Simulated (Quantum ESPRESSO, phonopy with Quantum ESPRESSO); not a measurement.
**Grüneisen parameters and expansion of CaO (Fm-3m)**

Which modes of CaO drive its thermal expansion?

Measurements to reproduce:
- heat capacity C_P per formula unit 42.2 J/mol/K and bulk modulus 113 GPa near room temperature (given in “High-Throughput Prediction of Finite-Temperature Properties using the Quasi-Harmonic Approximation”, 2016, arXiv:1603.06924)

Calculated with Quantum ESPRESSO 7.5; DFT LDA, scalar-relativistic, plane waves, GBRV ultrasoft pseudopotentials.

This is a report of a sequence of runs, with most program output left out.

**1. Starting point**

The structure is cubic, space group Fm-3m (No. 225). Conventional cell: a = 4.813 Å, b = 4.813 Å, c = 4.813 Å, α = 90.00°, β = 90.00°, γ = 90.00°. Ca has 6 O at 2.41 Å nearest. Nearest to O lie 6 Ca at 2.41 Å. Farther neighbours and most contacts between anions are not listed.

**2. A first coarse run**

A cheap single point shows whether the cell is a metal or an insulator and how far it is from rest; that sets the k-mesh and the occupations of what follows.

Input file probe.in:

```
&control
   calculation = 'scf'
   prefix = 'x'
   outdir = './tmp'
   pseudo_dir = './pseudo'
   tprnfor = .true.
   tstress = .true.
   verbosity = 'high'
/
&system
   ibrav = 0
   nat = 2
   ntyp = 2
   ecutwfc = 45.0
   ecutrho = 270.0
   occupations = 'smearing'
   smearing = 'gaussian'
   degauss = 0.01
/
&electrons
   conv_thr = 1.0d-07
   mixing_beta = 0.7
   electron_maxstep = 100
/
ATOMIC_SPECIES
 Ca     40.0780  Ca.upf
 O      15.9990  O.upf
CELL_PARAMETERS angstrom
     0.000000000    2.406500000    2.406500000
     2.406500000    0.000000000    2.406500000
     2.406500000    2.406500000    0.000000000
ATOMIC_POSITIONS crystal
 Ca     0.000000000   0.000000000   0.000000000
 O      0.500000000   0.500000000   0.500000000
K_POINTS automatic
 6 6 6 0 0 0
```

On the command line:

```
$ OMP_NUM_THREADS=1 mpirun -n 8 pw.x -nk 8 -in probe.in > probe.out
```

Run time: 1.3 s. Hardware: 8 MPI ranks of Arm Neoverse V2, shared host; 9.8 s of CPU time.

A gap read on the k-mesh alone can miss the band edges.

This step gave:

* volume per atom: 13.94 Å³
* pressure: -7.292 GPa
* gap on the k-mesh: 3.490 eV

The start is under -7.3 GPa at this level and looks like an insulator or semiconductor on this mesh.

**3. Relaxation**

Phonons are second derivatives about a minimum, so cell and atoms are relaxed first, inside the symmetry of the start.

Input file relax.in:

```
&control
   calculation = 'vc-relax'
   prefix = 'x'
   outdir = './tmp'
   pseudo_dir = './pseudo'
   tprnfor = .true.
   tstress = .true.
   forc_conv_thr = 2.0d-05
   etot_conv_thr = 1.0d-07
   nstep = 40
/
&system
   ibrav = 0
   nat = 2
   ntyp = 2
   ecutwfc = 45.0
   ecutrho = 270.0
   occupations = 'fixed'
   nbnd = 10
/
&electrons
   conv_thr = 1.0d-11
   mixing_beta = 0.7
   electron_maxstep = 100
/
&ions
/
&cell
   press_conv_thr = 0.1
/
ATOMIC_SPECIES
 Ca     40.0780  Ca.upf
 O      15.9990  O.upf
CELL_PARAMETERS angstrom
     0.000000000    2.406500000    2.406500000
     2.406500000    0.000000000    2.406500000
     2.406500000    2.406500000    0.000000000
ATOMIC_POSITIONS crystal
 Ca     0.000000000   0.000000000   0.000000000
 O      0.500000000   0.500000000   0.500000000
K_POINTS automatic
 8 8 8 0 0 0
```

On the command line:

```
$ OMP_NUM_THREADS=1 mpirun -n 8 pw.x -nk 8 -in relax.in > relax.out
```

It took 6.2 s on 8 MPI ranks.

Step by step:

```csv
step,energy less that of the first step (eV),largest force (eV/Å),volume (Å³)
1,0.0000,0.0000,27.87
2,-0.0343,0.0000,26.85
3,-0.0422,0.0000,26.02
4,-0.0424,0.0000,26.11
5,-0.0424,0.0000,26.11
6,-0.0410,0.0000,26.11
```

| conventional cell, symmetrised | before | after | change |
| --- | --- | --- | --- |
| a (Å) | 4.813 | 4.709 | -2.2 % |
| b (Å) | 4.813 | 4.709 | -2.2 % |
| c (Å) | 4.813 | 4.709 | -2.2 % |
| volume (Å³/atom) | 13.94 | 13.05 | -6.3 % |

The relaxed structure:

```cif
data_structure
_symmetry_space_group_name_H-M 'P 1'
_symmetry_Int_Tables_number 1
_cell_length_a 3.3298
_cell_length_b 3.3298
_cell_length_c 3.3298
_cell_angle_alpha 60.000
_cell_angle_beta 60.000
_cell_angle_gamma 60.000
_cell_volume 26.11
loop_
_atom_site_label
_atom_site_type_symbol
_atom_site_fract_x
_atom_site_fract_y
_atom_site_fract_z
_atom_site_occupancy
Ca1 Ca 0.00000 0.00000 0.00000 1
O2 O 0.50000 0.50000 0.50000 1
```

Numbers from this step:

```yaml
volume_per_atom: 13.05 Å³
pressure: 0.04900 GPa
gap_on_the_k_mesh: 3.452 eV
```

After the last step pw.x solved the final cell once more on a basis chosen for it, which moves the energy without moving the atoms.

**4. Self-consistent run**

A tight ground state at this cell gives the energy of this member; its pressure is the stress at this cutoff, which can carry an offset from the finite basis.

Input file scf.in:

```
&control
   calculation = 'scf'
   prefix = 'x'
   outdir = './tmp'
   pseudo_dir = './pseudo'
   tprnfor = .true.
   tstress = .true.
/
&system
   ibrav = 0
   nat = 2
   ntyp = 2
   ecutwfc = 45.0
   ecutrho = 270.0
   occupations = 'fixed'
   nbnd = 10
/
&electrons
   conv_thr = 1.0d-12
   mixing_beta = 0.7
   electron_maxstep = 100
/
ATOMIC_SPECIES
 Ca     40.0780  Ca.upf
 O      15.9990  O.upf
CELL_PARAMETERS angstrom
     0.000000000    2.354529689    2.354529689
     2.354529689    0.000000000    2.354529689
     2.354529689    2.354529689    0.000000000
ATOMIC_POSITIONS crystal
 Ca     0.000000000   0.000000000   0.000000000
 O      0.500000000   0.500000000   0.500000000
K_POINTS automatic
 8 8 8 0 0 0
```

On the command line:

```
$ OMP_NUM_THREADS=1 mpirun -n 8 pw.x -nk 8 -in scf.in > scf.out
```

Run time: 1.9 s. Hardware: 8 MPI ranks; 14 s of CPU time.

On a basis chosen for the relaxed cell the pressure is 0.049 GPa, small enough for phonons.

**5. Zone-centre response**

In a polar crystal the Born charges and ε∞ give the long-range dipole term that a finite supercell misses. They are those of this k-mesh and were not tested on a denser one; where the gap is small they converge slowly, and the LO modes with them.

Input file ph.in:

```
phonons
&inputph
   prefix = 'x'
   outdir = './tmp'
   fildyn = 'x.dyn'
   tr2_ph = 1.0d-18
   epsil = .true.
/
0.000000000 0.000000000 0.000000000
```

scf.in is that of step 4.

On the command line:

```
$ OMP_NUM_THREADS=1 mpirun -n 8 ph.x -nk 8 -in ph.in > ph.out
```

It took 19 s on 8 MPI ranks.

This step gave:

```yaml
gamma_frequencies: -11.21, -11.21, -11.21, 291.9, 291.9, 291.9 cm⁻¹ (negative: imaginary)
gamma_symmetry: T_1u G_15 G_4- I, T_1u G_15 G_4- I, T_1u G_15 G_4- I, T_1u G_15 G_4- I, T_1u G_15 G_4- I, T_1u G_15 G_4- I
```

ε∞:

```
3.88 0.00 0.00
0.00 3.88 0.00
0.00 0.00 3.88
```

Born charge (rows field, columns displacement), before the sum rule (e), principal values of the symmetric part by kind of site:

| atom | atoms with these values | low | middle | high | mean |
| --- | --- | --- | --- | --- | --- |
| Ca1 | 1 | 2.38 | 2.38 | 2.38 | 2.38 |
| O2 | 1 | -2.38 | -2.38 | -2.38 | -2.38 |

In full for O2:

```
-2.38  0.00  0.00
 0.00 -2.38  0.00
 0.00  0.00 -2.38
```

The Born charges sum to zero within 1.0e-3 e; the rest is removed before use. Acoustic frequencies in this log differ from zero by the error of the sum rule, which ph.x does not impose.

**6. A displaced supercell**

One atom (for the harmonic constants) or a pair of atoms (for the cubic ones) is moved by a few hundredths of an ångström; the forces on all atoms give a column of force constants. The threshold is tight because the forces are small.

System of this step: CaO. Symmetry: Imm2, No. 44, orthorhombic system. The conventional cell has a = 6.660 Å, b = 9.418 Å, c = 6.660 Å, α = 90.00°, β = 90.00°, γ = 90.00°. Ca has 6 O at 2.34 to 2.37 Å nearest. Ca has 6 O at 2.35 Å nearest. Nearest to Ca lie 6 O at 2.35 Å. Nearest to O lie 6 Ca at 2.35 Å. Farther neighbours and most contacts between anions are not listed.

Input file disp-00001.in:

```
&control
   calculation = 'scf'
   prefix = 'x'
   outdir = './tmp'
   pseudo_dir = './pseudo'
   tprnfor = .true.
   disk_io = 'none'
/
&system
   ibrav = 0
   nat = 16
   ntyp = 2
   ecutwfc = 45.0
   ecutrho = 270.0
   occupations = 'fixed'
   nbnd = 66
/
&electrons
   conv_thr = 1.0d-11
   mixing_beta = 0.7
   electron_maxstep = 100
/
ATOMIC_SPECIES
 Ca     40.0780  Ca.upf
 O      15.9990  O.upf
CELL_PARAMETERS angstrom
     0.000000000    4.709059378    4.709059378
     4.709059378    0.000000000    4.709059378
     4.709059378    4.709059378    0.000000000
ATOMIC_POSITIONS crystal
 Ca     0.003003176   0.000000000   0.000000000
 Ca     0.500000000   0.000000000   0.000000000
 Ca     0.000000000   0.500000000   0.000000000
 Ca     0.500000000   0.500000000   0.000000000
 Ca     0.000000000   0.000000000   0.500000000
 Ca     0.500000000   0.000000000   0.500000000
 Ca     0.000000000   0.500000000   0.500000000
 Ca     0.500000000   0.500000000   0.500000000
 O      0.250000000   0.250000000   0.250000000
 O      0.750000000   0.250000000   0.250000000
 O      0.250000000   0.750000000   0.250000000
 O      0.750000000   0.750000000   0.250000000
 O      0.250000000   0.250000000   0.750000000
 O      0.750000000   0.250000000   0.750000000
 O      0.250000000   0.750000000   0.750000000
 O      0.750000000   0.750000000   0.750000000
K_POINTS automatic
 3 3 3 0 0 0
```

On the command line:

```
$ OMP_NUM_THREADS=1 mpirun -n 4 pw.x -nk 4 -in disp-00001.in > disp-00001.out
```

The job ended after 47 s (4 MPI ranks; 3.1 min of CPU time).

Force by atom:

| atom | x (eV/Å) | y (eV/Å) | z (eV/Å) | size |
| --- | --- | --- | --- | --- |
| Ca1 | 0.000 | -0.136 | -0.136 | 0.192 |
| Ca2 | 0.000 | 0.059 | 0.059 | 0.083 |
| Ca3 | 0.039 | -0.006 | 0.020 | 0.044 |
| Ca4 | -0.039 | 0.020 | -0.006 | 0.044 |
| Ca5 | 0.039 | 0.020 | -0.006 | 0.044 |
| Ca6 | -0.039 | -0.006 | 0.020 | 0.044 |
| Ca7 | 0.000 | -0.019 | -0.019 | 0.026 |
| Ca8 | 0.000 | 0.017 | 0.017 | 0.023 |
| O9 | 0.000 | -0.003 | -0.003 | 0.004 |
| O10 | 0.000 | 0.009 | 0.009 | 0.012 |
| O11 | 0.000 | 0.013 | 0.009 | 0.015 |
| O12 | 0.000 | 0.009 | 0.010 | 0.013 |
| O13 | 0.000 | 0.009 | 0.013 | 0.015 |
| O14 | 0.000 | 0.010 | 0.009 | 0.013 |
| O15 | 0.000 | 0.009 | 0.009 | 0.012 |
| O16 | 0.000 | -0.003 | -0.003 | 0.004 |

At this level the gap is 3.45 eV on the k-mesh of the self-consistent run, which can miss the band edges.

**7. Forces on a displaced cell**

disp-00002.in, as its differences from disp-00001.in of step 6:

```diff
@@ -30,3 +30,3 @@
 ATOMIC_POSITIONS crystal
- Ca     0.003003176   0.000000000   0.000000000
+ Ca     0.000000000   0.000000000   0.000000000
  Ca     0.500000000   0.000000000   0.000000000
@@ -38,3 +38,3 @@
  Ca     0.500000000   0.500000000   0.500000000
- O      0.250000000   0.250000000   0.250000000
+ O      0.253003176   0.250000000   0.250000000
  O      0.750000000   0.250000000   0.250000000
```

On the command line:

```
$ OMP_NUM_THREADS=1 mpirun -n 4 pw.x -nk 4 -in disp-00002.in > disp-00002.out
```

The job ended after 51 s (4 MPI ranks).

**8. Phonons, V/V0 1**

This step: DFT LDA, scalar-relativistic, plane waves, GBRV ultrasoft pseudopotentials (phonopy with Quantum ESPRESSO 4.10.0 / 7.5).

Elapsed: 51 s, on 8 threads.

Numbers from this step:

```yaml
point_group: m-3m
highest_frequency: 570.5 cm⁻¹
debye_temperature_from_the_second_moment: 586 K
lowest_frequency_on_the_path: 0 cm⁻¹
zero_point_energy: 0.1118 eV/cell
gamma_frequencies: 0, 0, 0, 292.0, 292.0, 292.0 cm⁻¹ (negative: imaginary)
```

Phonopy, LO-TO term from ph.x's tensors. The phonon branches at the labelled points (cm⁻¹):

```
    point  branch 1  branch 2  branch 3  branch 4  branch 5  branch 6
        Γ         0         0         0       292       292       570
  halfway       162       162       240       320       320       498
        X       205       205       312       316       316       393
  halfway       204       231       310       316       329       388
        U       201       281       298       315       363       378
jump to K       201       281       298       315       363       378
  halfway       157       191       263       299       336       515
        Γ         0         0         0       292       292       570
  halfway       142       142       244       306       306       544
        L       190       190       325       325       384       487
  halfway       200       236       321       339       350       434
        W       242       278       278       332       360       360
  halfway       224       232       306       324       331       384
        X       205       205       312       316       316       393
```

Harmonic. Thermo, by row:

```
T (K)  F_vib (meV/atom)  S (J/mol-atom/K)  C_V (J/mol-atom/K)
    0             55.92                 0                   0
   50             55.88             0.352               1.293
  100             55.11             3.025               7.536
  150             52.48             7.246               13.32
  200             47.58             11.63               17.05
  250             40.48             15.71               19.36
  300             31.37             19.38               20.84
  350             20.46             22.67               21.81
  400              7.94             25.62               22.48
  450             -6.05              28.3               22.97
  500            -21.35             30.74               23.32
  550            -37.87             32.98               23.59
  600             -55.5             35.04                23.8
  650            -74.16             36.95               23.96
  700            -93.78             38.73               24.09
  750            -114.3              40.4                24.2
  800            -135.6             41.96               24.29
  850            -157.8             43.44               24.36
  900            -180.6             44.83               24.42
  950            -204.2             46.15               24.47
 1000            -228.5             47.41               24.52
```

The modes has structure finer than the step of the table below, so its rows give means over 20 cm⁻¹, whole bins alone (the curve runs from -10 to 597 cm⁻¹). Peaks (cm⁻¹: height): Ca 196.0: 0.0311, 302.8: 0.0206; O 321.9: 0.0595.

Phonopy on the run's constants, 21x21x21 mesh, Gaussian sigma 4.3 cm⁻¹. Table of modes by wavenumber; means over each step; values in 1/cm⁻¹/cell:

```csv
wavenumber (cm⁻¹),Ca,O
0,1.1e-5,3.8e-6
20,3.1e-5,1.0e-5
40,1.5e-4,5.5e-5
60,3.7e-4,1.3e-4
80,7.5e-4,2.5e-4
100,0.00123,3.7e-4
120,0.00215,5.6e-4
140,0.00365,7.6e-4
160,0.00698,0.00107
180,0.0166,0.00138
200,0.0280,0.00218
220,0.0159,0.00139
240,0.0109,9.7e-4
260,0.00901,9.0e-4
280,0.00675,0.00140
300,0.0160,0.0157
320,0.0148,0.0475
340,0.00631,0.0210
360,0.00337,0.0105
380,0.00110,0.00512
400,2.7e-4,0.00625
420,4.0e-4,0.00550
440,5.5e-4,0.00540
460,7.2e-4,0.00554
480,8.7e-4,0.00539
500,9.8e-4,0.00409
520,9.3e-4,0.00308
540,7.8e-4,0.00227
560,4.6e-4,0.00122
580,2.6e-5,6.5e-5
```

No LO-TO term. Modes at Γ, with each element's share of the kinetic energy:

```
mode  frequency (cm⁻¹)  symmetry  Ca %  O %
   1               0.0       T1u    71   29
   2               0.0       T1u    71   29
   3               0.0       T1u    71   29
   4             292.0       T1u    29   71
   5             292.0       T1u    29   71
   6             292.0       T1u    29   71
```

Displacements in mode 6 (292.0 cm⁻¹), the largest set to 1:
```
Ca1  0.00 -0.40 -0.08
O2   0.00  1.00  0.21
```

No mode is imaginary beyond numerical noise along the path.

The time given is that of the 2 pw.x runs on displaced cells behind this step.

**9. Ground state at this cell, V/V0 1.015**

This step: DFT LDA, scalar-relativistic, plane waves, GBRV ultrasoft pseudopotentials (Quantum ESPRESSO 7.5).

System of this step: CaO. It takes space group Fm-3m (No. 225, cubic). Conventional cell: a = 4.732 Å, b = 4.732 Å, c = 4.732 Å, α = 90.00°, β = 90.00°, γ = 90.00°. Ca has 6 O at 2.37 Å nearest. O has 6 Ca at 2.37 Å nearest. Farther neighbours and most contacts between anions are not listed.

Changes to scf.in since step 5:

```diff
@@ -26,5 +26,5 @@
 CELL_PARAMETERS angstrom
-     0.000000000    2.354529689    2.354529689
-     2.354529689    0.000000000    2.354529689
-     2.354529689    2.354529689    0.000000000
+     0.000000000    2.366243960    2.366243960
+     2.366243960    0.000000000    2.366243960
+     2.366243960    2.366243960    0.000000000
 ATOMIC_POSITIONS crystal
```

On the command line:

```
$ OMP_NUM_THREADS=1 mpirun -n 8 pw.x -nk 8 -in scf.in > scf.out
```

Wall time 1.9 s (8 MPI ranks); 14 s of CPU time.

At this level the gap is 3.46 eV on the k-mesh of the self-consistent run, which can miss the band edges.

**10. Born charges and dielectric tensor**

ph.in is that of step 5.

scf.in is that of step 9.

On the command line:

```
$ OMP_NUM_THREADS=1 mpirun -n 8 ph.x -nk 8 -in ph.in > ph.out
```

Wall time 20 s (8 MPI ranks); 2.6 min of CPU time.

ε∞:

```
3.87 0.00 0.00
0.00 3.87 0.00
0.00 0.00 3.87
```

The Born charges sum to zero within 9.7e-4 e; the rest is removed before use. Acoustic frequencies in this log differ from zero by the error of the sum rule, which ph.x does not impose.

**11. A displaced supercell**

System of this step: CaO. The structure is orthorhombic, space group Imm2 (No. 44). The conventional cell has a = 6.693 Å, b = 9.465 Å, c = 6.693 Å, α = 90.00°, β = 90.00°, γ = 90.00°. Ca has 6 O at 2.35 to 2.38 Å nearest. Ca has 6 O at 2.37 Å nearest. Nearest to Ca lie 6 O at 2.37 Å. O has 6 Ca at 2.37 Å nearest. Farther neighbours and most contacts between anions are not listed.

Changes to disp-00001.in since step 6:

```diff
@@ -26,7 +26,7 @@
 CELL_PARAMETERS angstrom
-     0.000000000    4.709059378    4.709059378
-     4.709059378    0.000000000    4.709059378
-     4.709059378    4.709059378    0.000000000
+     0.000000000    4.732487920    4.732487920
+     4.732487920    0.000000000    4.732487920
+     4.732487920    4.732487920    0.000000000
 ATOMIC_POSITIONS crystal
- Ca     0.003003176   0.000000000   0.000000000
+ Ca     0.002988309   0.000000000   0.000000000
  Ca     0.500000000   0.000000000   0.000000000
```

On the command line:

```
$ OMP_NUM_THREADS=1 mpirun -n 4 pw.x -nk 4 -in disp-00001.in > disp-00001.out
```

Elapsed: 47 s, on 4 MPI ranks.

**12. Lattice dynamics at this volume, V/V0 1.015**

This step: DFT LDA, scalar-relativistic, plane waves, GBRV ultrasoft pseudopotentials (phonopy with Quantum ESPRESSO 4.10.0 / 7.5).

Elapsed: 50 s, on 8 threads.

No mode is imaginary beyond numerical noise along the path. The highest zone-centre mode (no LO–TO term) moved by -3.8 % for a volume change of +1.5 %.

The time given is that of the 2 pw.x runs on displaced cells behind this step.

**13. Self-consistent run, V/V0 0.985**

This step: DFT LDA, scalar-relativistic, plane waves, GBRV ultrasoft pseudopotentials (Quantum ESPRESSO 7.5).

System of this step: CaO. The structure is cubic, space group Fm-3m (No. 225). Conventional cell: a = 4.685 Å, b = 4.685 Å, c = 4.685 Å, α = 90.00°, β = 90.00°, γ = 90.00°. Nearest to Ca lie 6 O at 2.34 Å. O has 6 Ca at 2.34 Å nearest. Farther neighbours and most contacts between anions are not listed.

Changes to scf.in since step 10:

```diff
@@ -26,5 +26,5 @@
 CELL_PARAMETERS angstrom
-     0.000000000    2.366243960    2.366243960
-     2.366243960    0.000000000    2.366243960
-     2.366243960    2.366243960    0.000000000
+     0.000000000    2.342697682    2.342697682
+     2.342697682    0.000000000    2.342697682
+     2.342697682    2.342697682    0.000000000
 ATOMIC_POSITIONS crystal
```

On the command line:

```
$ OMP_NUM_THREADS=1 mpirun -n 8 pw.x -nk 8 -in scf.in > scf.out
```

The job ended after 1.9 s (8 MPI ranks).

The run ends at a pressure of 2.07 GPa.

**14. Born charges and dielectric tensor**

ph.in is that of step 10.

scf.in is that of step 13.

On the command line:

```
$ OMP_NUM_THREADS=1 mpirun -n 8 ph.x -nk 8 -in ph.in > ph.out
```

Elapsed: 19 s, on 8 MPI ranks; 2.5 min of CPU time.

The Born charges sum to zero within 0.0011 e; the rest is removed before use. Acoustic frequencies in this log differ from zero by the error of the sum rule, which ph.x does not impose.

**15. A displaced supercell**

System of this step: CaO. The structure is orthorhombic, space group Imm2 (No. 44). Conventional cell: a = 6.626 Å, b = 9.371 Å, c = 6.626 Å, α = 90.00°, β = 90.00°, γ = 90.00°. Nearest to Ca lie 6 O at 2.33 to 2.36 Å. Ca has 6 O at 2.34 Å nearest. Nearest to Ca lie 6 O at 2.34 Å. Nearest to O lie 6 Ca at 2.34 Å. Farther neighbours and most contacts between anions are not listed.

Changes to disp-00001.in since step 11:

```diff
@@ -26,7 +26,7 @@
 CELL_PARAMETERS angstrom
-     0.000000000    4.732487920    4.732487920
-     4.732487920    0.000000000    4.732487920
-     4.732487920    4.732487920    0.000000000
+     0.000000000    4.685395364    4.685395364
+     4.685395364    0.000000000    4.685395364
+     4.685395364    4.685395364    0.000000000
 ATOMIC_POSITIONS crystal
- Ca     0.002988309   0.000000000   0.000000000
+ Ca     0.003018344   0.000000000   0.000000000
  Ca     0.500000000   0.000000000   0.000000000
```

On the command line:

```
$ OMP_NUM_THREADS=1 mpirun -n 4 pw.x -nk 4 -in disp-00001.in > disp-00001.out
```

Wall time 47 s (4 MPI ranks); 3.1 min of CPU time.

[end of part 1 of 2]

[Logs are printed without paths, hosts, clocks, repeated set-up lines and the standing remarks that a program may print on its own settings, such as how far it seeks lower states.]

[Hosts, paths, dates, database ids (printed as entryN), source tags and the programs' standing remarks are cut or masked in the printed files.]

[A step with changed settings may run another functional than the one named; its input shows which.]

[Of the runs on displaced cells, only some may be shown.]
